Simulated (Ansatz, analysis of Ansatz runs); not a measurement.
# How often does Cl try the jump in K3BrCl2 (P-3m1)?

Aim: the prefactor of a hop in K3BrCl2 (P-3m1) (V_Cl hop (4.4 Å), charge 0) from the modes of the moving atom at the start and at the top of a path found beforehand. Model: a cell of 54 host atoms with 1 Cl taken out.

Program: Ansatz 0.2.0. Level of theory: plane-wave PAW DFT, PBEsol; finite-difference force constants of the moving atom alone. Results are calculated unless marked as measured.

## Step 1: The structure

The cell holds 53 atoms: 27 K, 9 Br and 17 Cl. Cell: a = 13.448 Å, b = 13.448 Å, c = 11.001 Å, α = 90.0°, β = 90.0°, γ = 120.0°. It derives from K3BrCl2 (space group P-3m1). Nearest the centre at fractional (0.667, 0.500, 0.500): Cl46 at 2.21 Å, K42 at 2.27 Å, K48 at 2.27 Å, K27 at 3.78 Å, K43 at 3.81 Å, Cl47 at 3.86 Å, Cl53 at 3.86 Å, Cl23 at 3.86 Å.

The cell's shortest repeat is 11.0 Å.

## Step 2: Vibrations of the moving atom at the start point

Harmonic transition-state theory takes the prefactor from the modes at the minimum and at the top. Only the moving atom is displaced, by 0.02 Å, which takes six displaced runs and a reference; the host's atoms are held.

Contents of q0_M1.start.modes/input.yaml:

```yaml
crystal:
  lattice:
    - [13.44809205, 9.0e-08, 0.0]
    - [-6.7240461, 11.64638931, 0.0]
    - [0.0, 0.0, 11.00082975]
  atoms:
    - { symbol: K, position: [6.868e-05, 0.00030161, 0.50015675] }
    - { symbol: K, position: [0.11145395, 0.22247739, 0.17793007] }
    - { symbol: K, position: [0.22188867, 0.11078953, 0.8227027] }
    - { symbol: Br, position: [0.00012301, -0.00010986, 0.00070788] }
    - { symbol: Cl, position: [0.11023508, 0.22189877, 0.66227083] }
    - { symbol: Cl, position: [0.22175016, 0.11063321, 0.33900344] }
    - { symbol: K, position: [-2.814e-05, 0.33320217, 0.50009954] }
    - { symbol: K, position: [0.11129762, 0.55586161, 0.17773179] }
    - { symbol: K, position: [0.22187135, 0.44466005, 0.82278127] }
    - { symbol: Br, position: [0.00017397, 0.33359292, 0.00079898] }
    - { symbol: Cl, position: [0.11096869, 0.55537345, 0.66095812] }
    - { symbol: Cl, position: [0.22190383, 0.44451632, 0.33904938] }
    - { symbol: K, position: [-0.00020434, 0.66657291, 0.49996746] }
    - { symbol: K, position: [0.1112466, 0.88886588, 0.1777525] }
    - { symbol: K, position: [0.22227047, 0.7779468, 0.82072189] }
    - { symbol: Br, position: [0.00144089, 0.66741591, -0.00087861] }
    - { symbol: Cl, position: [0.11108133, 0.88912349, 0.66096181] }
    - { symbol: Cl, position: [0.22227902, 0.77792897, 0.33898862] }
    - { symbol: K, position: [0.33348481, 0.0002818, 0.49995425] }
    - { symbol: K, position: [0.44287034, 0.21945626, 0.17552064] }
    - { symbol: K, position: [0.55556054, 0.11077911, 0.82265347] }
    - { symbol: Br, position: [0.33274051, -0.0011464, -0.00079663] }
    - { symbol: Cl, position: [0.44428202, 0.22188712, 0.66173934] }
    - { symbol: Cl, position: [0.55570888, 0.11076786, 0.33907882] }
    - { symbol: K, position: [0.33054777, 0.33207315, 0.50246725] }
    - { symbol: K, position: [0.44292289, 0.557275, 0.17535182] }
    - { symbol: K, position: [0.55565206, 0.44455901, 0.82230866] }
    - { symbol: Br, position: [0.33305636, 0.33332547, -0.00037159] }
    - { symbol: Cl, position: [0.44425063, 0.55592186, 0.66183855] }
    - { symbol: K, position: [0.33349249, 0.66666018, 0.50003651] }
    - { symbol: K, position: [0.44430847, 0.88900815, 0.17764711] }
    - { symbol: K, position: [0.55569734, 0.77836804, 0.82268213] }
    - { symbol: Br, position: [0.33276089, 0.66758773, -0.00089777] }
    - { symbol: Cl, position: [0.44479475, 0.88918099, 0.66100109] }
    - { symbol: Cl, position: [0.55554975, 0.77829696, 0.33904067] }
    - { symbol: K, position: [0.66695079, 0.00024193, 0.50019977] }
    - { symbol: K, position: [0.77773837, 0.22259876, 0.17797653] }
    - { symbol: K, position: [0.88907491, 0.11128104, 0.82399871] }
    - { symbol: Br, position: [0.6665925, 0.00015931, 0.00060001] }
    - { symbol: Cl, position: [0.77844759, 0.22187548, 0.66216505] }
    - { symbol: Cl, position: [0.88903155, 0.11128289, 0.33909044] }
    - { symbol: K, position: [0.66813524, 0.33205176, 0.5022226] }
    - { symbol: K, position: [0.78097076, 0.55737801, 0.17538764] }
    - { symbol: K, position: [0.88929668, 0.44442005, 0.82266403] }
    - { symbol: Br, position: [0.66680364, 0.33329938, -0.00017335] }
    - { symbol: Cl, position: [0.77826425, 0.55592104, 0.66193123] }
    - { symbol: Cl, position: [0.88951904, 0.44471642, 0.33894439] }
    - { symbol: K, position: [0.66819234, 0.66958277, 0.50228761] }
    - { symbol: K, position: [0.77764217, 0.8888632, 0.17795097] }
    - { symbol: K, position: [0.88939917, 0.77825864, 0.82267234] }
    - { symbol: Br, position: [0.66688301, 0.66720289, -0.00020561] }
    - { symbol: Cl, position: [0.77839873, 0.8900309, 0.66224557] }
    - { symbol: Cl, position: [0.88946832, 0.7784122, 0.33915623] }
  symmetry: { detect: false }
basis:
  ecutwfc: 420
  xc_grid: 2
hamiltonian:
  xc: pbesol
kpoints:
  mp_grid: { grid: [1, 1, 1], shift: [0.25, 0.25, 0.25] }
magnetization:
  spin_polarized: true
  initial_magnetization: 1
  spin_locking: { lock_magnetization: hard }
scf:
  occupations: { method: fixed }
  max_iter: 100
phonons:
  supercell: [1, 1, 1]
  displaced_sites: [45]
  amplitude: 0.02
```

Launch:

```bash
ansatz run input.yaml --threads 32 --pin off --max-ram 84787MiB --backend cuda --events-out ev --progress --plain --runs-dir out --max-vram 78GiB
```

Numbers of over 12 decimals in the logs are rounded to 6 here.

What it wrote:

```text
[... repeated set-up lines and file paths are left out, and long positions are rounded to six places ...]
Engine: ansatz 0.2.0, aarch64-unknown-linux-gnu
Pseudopotentials: kind: paw
Pseudopotential: K, paw, valence charge 9, recommended cutoff 420 eV (normal), K.paw.azcp
Pseudopotential: Br, paw, valence charge 7, recommended cutoff 420 eV (normal), Br.paw.azcp
Pseudopotential: Cl, paw, valence charge 7, recommended cutoff 420 eV (normal), Cl.paw.azcp
Functional definition: PBEsol
  exchange = pbesol_x
  correlation = pbesol_c
Crystal: 53 atoms, lattice volume = 1722.969 Å³
Basis set: ecut = 420 eV, 33637 PW (Γ), exchange–correlation on 180×180×150 points (8 copies of the dense FFT grid, shifted against one another)
Bands: 266, of which v1, the nominal top of the filled ones, is band 213 counted from 1 (212 counted from 0)
Symmetry: 1 space group operations
k-points: 1
Non-local potential: K, projectors of the file, l = 0: 3, l = 1: 2, l = 2: 2
Non-local potential: Br, projectors of the file, l = 0: 2, l = 1: 2, l = 2: 2
Non-local potential: Cl, projectors of the file, l = 0: 2, l = 1: 2, l = 2: 2
PAW form: soft (Blöchl's): semilocal exchange-correlation on the pseudo side does not see the compensation charge
PAW frozen core: K, regenerated for the run's functional, and the local potential with it (the file was generated under x = pbe(κ = 0.804, μ = 0.219515), c = pbe(β = 0.066725))
PAW frozen core: Br, regenerated for the run's functional, and the local potential with it (the file was generated under x = pbe(κ = 0.804, μ = 0.219515), c = pbe(β = 0.066725))
PAW frozen core: Cl, regenerated for the run's functional, and the local potential with it (the file was generated under x = pbe(κ = 0.804, μ = 0.219515), c = pbe(β = 0.066725))
PAW one-centre angular grid: K, 110 points (default); XC on 64 Gauss nodes
PAW one-centre angular grid: Br, 110 points (default); XC on 64 Gauss nodes
PAW one-centre angular grid: Cl, 110 points (default); XC on 64 Gauss nodes
Initial density: superposition of atomic densities (chi_scale 0.1, normalization cell, long waves kept (reshape's long-wave potential 0.28 eV rms))
Starting moments: Σ|m| = 1 μB on 53 of 53 sites
Initial wavefunctions: pseudopotential atomic-orbital guess
[...]
Functional: x = pbesol(κ = 0.804, μ = 0.123457), c = pbesol(β = 0.046)
SCF 1 converged in 10 iterations: F = -83691.900394 eV  dr2 = 2.34e-8
  greatest PAW one-centre occupation: 0.987 electrons in one spin orbital (limit 2), on the K atom at site 25 (counted from 0), in its partial waves of l = 0
a single point of the input's cell can leave the moments in the input for a lower state (scf.lower_state_search): this run first made a single point of its cell. [...]
[...]
Stability of the state it starts from, as read at its close in the collinear treatment: not read negative (Ritz values of 1 − χ₀K, real part plus size of imaginary part, from 0.94 to 0.95, by its mixing steps under no symmetry); [...]
Starting moments: Σ|m| = 1 μB on 53 of 53 sites; this step starts from the density that it was given
[...]
iter 1 solved again at ethr=2.15e-8 eV; its pass at ethr=3.10e-3 eV (dr2=9.13e-5 eV) is discarded
SCF iter   1: F=—  HF=-83691.900783 eV  |F-HF|=—  |Δ(HF+E_count)|=         —  Δρ=4.69e-7 (↑4.59e-7 ↓4.69e-7)  dr2=2.46e-8  dr2_m=1.10e-10  M=1.000 μB ∫|m|=1.010 μB  β_m=0.30  ethr=2.15e-8  ⟨swp⟩=5.0  Hψ=3483  notcnv=0  defer=102
preconditioner: auto → Resta (q_TF=auto, 2.161 Å⁻¹)  ε∞=2.5  [insulator: Δε(μ)=1.332 eV  Ē_g=13.950 eV  n_scr=282 (ndim 8)  ℏωp=17.2 eV  f_vac=0.061  ε∞_Penn≈2.5]
spin=Collinear: Resta preconditioning applied to the charge; magnetization (m = ρ↑ − ρ↓) channel mixes plain (no charge-response kernel on spin).
SCF iter   2: F=—  HF=-83691.900394 eV  |F-HF|=—  |Δ(HF+E_count)|=   3.89e-4  Δρ=2.92e-7 (↑2.92e-7 ↓2.89e-7)  dr2=1.15e-8  dr2_m=5.49e-11  M=1.000 μB ∫|m|=1.010 μB  β_m=0.56  ethr=5.78e-12  ⟨swp⟩=4.0  Hψ=1115  notcnv=0  defer=102
[...]
SCF 2 converged in 4 iterations: F = -83691.900394 eV  dr2 = 1.50e-10
[...]
SCF 3 converged in 7 iterations: F = -83691.900066 eV  dr2 = 7.91e-11
[...]
SCF 4 converged in 5 iterations: F = -83691.900021 eV  dr2 = 2.12e-11
[...]
SCF 5 converged in 7 iterations: F = -83691.900027 eV  dr2 = 5.23e-11
[...]
SCF 6 converged in 5 iterations: F = -83691.900059 eV  dr2 = 1.97e-11
[...]
SCF 7 converged in 7 iterations: F = -83691.900002 eV  dr2 = 5.78e-11
[...]
SCF 8 converged in 5 iterations: F = -83691.900121 eV  dr2 = 2.40e-11
SCF converged after 4 iterations
[...]
k-point 0 ↓: bands = ["-26.3451", "-26.3432", "-26.3419", "-26.3069", [... 49 left out ...] "-9.9574", "-9.9480", "-9.9446", "-9.934"]
--- Phonons: 6 displaced members + reference (amplitude 0.02 Å, Σ member SCF iterations 36) ---
  symmetry images taken by strict's conditions (phonons.symmetry_images: auto; settled by no image being taken that strict refuses)
  force constants formed among 1 of 53 sites (Cl 45); the other 52 at rest. The modes move the named sites alone.
  the frequencies, the zero-point energy and the sums are of the block with the acoustic sum rule laid on its rows. Row sums over every site: 1.6e-4 eV/Å² at the most
  transpose residual: 3.1e-4 eV/Å²
  largest component of a force at the reference: 3.0e-3 eV/Å on a named site, 4.0e-3 eV/Å on a site at rest
  frequencies among the named sites at Γ of the cell (cm⁻¹): 112.08 116.07 116.63
  unstable modes among the named sites: 0
  frequencies as built, with no sum rule (cm⁻¹): 112.08 116.06 116.63
  zero-point energy: 0.021373 eV/cell   skipped modes (ω ≤ 0): 0
  not written: the harmonic force-constant file, the file of eigenvectors (these modes' are written with the force constants), the density of states and the dispersion, which are of every site
```

Wall time 5.6 s (1 × NVIDIA GB200 with 32 threads of Arm Neoverse V2, shared host); peak memory 2.5 GiB.

Read from the output:

```yaml
free_energy: -83691.9004 eV
total_moment: 1 μB
integral_of_the_absolute_spin_density: 1.011 μB
spin_contamination: 3.09e-4
frequencies_of_moving_atom: 112.1, 116.1, 116.6 cm⁻¹ (negative: imaginary)
```

The three modes are 112, 116 and 117 cm⁻¹: all real, a minimum for this atom with the others held.

## Step 3: Vibrations of the moving atom at the top of the path

The same at the top, where the mode along the path should be imaginary.

Contents of q0_M1.top.modes/input.yaml:

```yaml
crystal:
  lattice:
    - [13.44809205, 9.0e-08, 0.0]
    - [-6.7240461, 11.64638931, 0.0]
    - [0.0, 0.0, 11.00082975]
  atoms:
    - { symbol: K, position: [0.00566143, 0.00700737, 0.50086328] }
    - { symbol: K, position: [0.1179882, 0.22576574, 0.18193709] }
[... 10 atom lines left out ...]
    - { symbol: K, position: [-0.02491229, 0.65420283, 0.49760964] }
[... 6 atom lines left out ...]
    - { symbol: K, position: [0.4400074, 0.21360703, 0.16710154] }
[... 2 atom lines left out ...]
    - { symbol: Cl, position: [0.44432641, 0.21287575, 0.6603135] }
[... 1 atom line left out ...]
    - { symbol: K, position: [0.35344807, 0.34361179, 0.50189911] }
[... 1 atom line left out ...]
    - { symbol: K, position: [0.56107284, 0.447256, 0.80428409] }
[... 1 atom line left out ...]
    - { symbol: Cl, position: [0.44445828, 0.56508496, 0.66049327] }
[... 12 atom lines left out ...]
    - { symbol: K, position: [0.66659487, 0.29253378, 0.50023174] }
    - { symbol: K, position: [0.77216067, 0.55290227, 0.2006567] }
[... 2 atom lines left out ...]
    - { symbol: Cl, position: [0.67638711, 0.50498333, 0.49250399] }
    - { symbol: Cl, position: [0.89043592, 0.43313606, 0.3384745] }
    - { symbol: K, position: [0.66651665, 0.70755208, 0.50013293] }
[... 4 atom lines left out ...]
    - { symbol: Cl, position: [0.89059576, 0.79088912, 0.33865389] }
  symmetry: { detect: false }
basis:
  ecutwfc: 420
  xc_grid: 2
hamiltonian:
  xc: pbesol
kpoints:
  mp_grid: { grid: [1, 1, 1], shift: [0.25, 0.25, 0.25] }
magnetization:
  spin_polarized: true
  initial_magnetization: 1
  spin_locking: { lock_magnetization: hard }
scf:
  occupations: { method: fixed }
  max_iter: 100
phonons:
  supercell: [1, 1, 1]
  displaced_sites: [45]
  amplitude: 0.02
```

What it wrote:

```text
[...]
Crystal: 53 atoms, lattice volume = 1722.969 Å³
Basis set: ecut = 420 eV, 33637 PW (Γ), exchange–correlation on 180×180×150 points (8 copies of the dense FFT grid, shifted against one another)
Bands: 266, of which v1, the nominal top of the filled ones, is band 213 counted from 1 (212 counted from 0)
[... 1 set-up line as in the run before ...]
k-points: 1
[...]
Starting moments: Σ|m| = 1 μB on 53 of 53 sites
[...]
SCF 1 converged in 12 iterations: F = -83690.744048 eV  dr2 = 1.37e-8
[...]
SCF iter   1: F=—  HF=-83690.744472 eV  |F-HF|=—  |Δ(HF+E_count)|=         —  Δρ=3.50e-7 (↑3.50e-7 ↓2.03e-7)  dr2=1.54e-8  dr2_m=4.54e-10  M=1.000 μB ∫|m|=1.028 μB  β_m=0.30  ethr=3.47e-8  ⟨swp⟩=6.0  Hψ=3416  notcnv=0  defer=102
eigensolver tolerance schedule: the retry pair's looser diagonalisation over-reported the residual by 9590.88 of it (diagonalisation noise at 0.12 of the residual, at the tolerance the schedule requests for it); [...]
[...]
SCF 2 converged in 4 iterations: F = -83690.744048 eV  dr2 = 1.25e-10
[...]
SCF 3 converged in 10 iterations: F = -83690.743809 eV  dr2 = 4.57e-11
[...]
SCF 4 converged in 6 iterations: F = -83690.743730 eV  dr2 = 3.63e-11
[...]
SCF 5 converged in 9 iterations: F = -83690.743095 eV  dr2 = 9.50e-11
[...]
SCF 6 converged in 5 iterations: F = -83690.743147 eV  dr2 = 7.25e-11
[...]
SCF 7 converged in 10 iterations: F = -83690.744135 eV  dr2 = 3.69e-11
[...]
SCF 8 converged in 6 iterations: F = -83690.744220 eV  dr2 = 1.17e-11
SCF converged after 4 iterations
[...]
transpose residual: 9.2e-4 eV/Å²
[...]
frequencies among the named sites at Γ of the cell (cm⁻¹): -96.22 50.49 219.14
  unstable modes among the named sites: 1
  frequencies as built, with no sum rule (cm⁻¹): -96.21 50.48 219.14
  zero-point energy: 0.016715 eV/cell   skipped modes (ω ≤ 0): 1, of them read as no rigid motion or as one in doubt: 1 (1.000e0 modes/cell left out, lowest -96.22 cm⁻¹)
[...]
```

It took 5.3 s on 1 × NVIDIA GB200 with 32 threads; peak memory 2.4 GiB.

Read from the output:

| Item | Value |
| --- | --- |
| free energy | -83690.7440 eV |
| total moment | 1 μB |
| integral of the absolute spin density | 1.030 μB |
| spin contamination | 0.001071 |
| frequencies of moving atom | -96.22, 50.49, 219.1 cm⁻¹ (negative: imaginary) |

The three modes are 96i, 50 and 219 cm⁻¹: one imaginary, a saddle of first order for this atom with the others held.

## Step 4: Attempt frequency and hop rate

Analysis of the runs above: harmonic transition-state theory from the moving atom's modes alone (Vineyard), PBEsol.

It gives:

```yaml
attempt_frequency: 4.111 THz
```

Table of hop rate by temperature:

```
temperature (K)  hop rate (1/s)
            200         3.0e-17
            300          1.5e-7
            400          0.0111
            600             796
            800           2.1e5
           1000           6.1e6
```

## Step 5: Results

```json
{
  "attempt frequency (attempt frequency and hop rate)": "4.11 THz"
}
```

The attempt frequency, the product of the three frequencies at the start over that of the two real ones at the top (Vineyard), is 4.1 THz. With the barrier of 1.16 eV it gives 8.0e+02 hops a second at 600 K along this one path; equivalent neighbouring sites multiply that. The host's atoms were held, though they move along the path too, so the prefactor is rough. What this leaves open: one k-point off the zone centre stands for the whole zone; PBEsol makes the gap too small and tends to spread out bound carriers.

[Logs are printed without paths, hosts, clocks, repeated set-up lines and the standing remarks that a program may print on its own settings, such as how far it seeks lower states.]

[Hosts, paths, dates, database ids (printed as entryN), source tags and the programs' standing remarks are cut or masked in the printed files.]
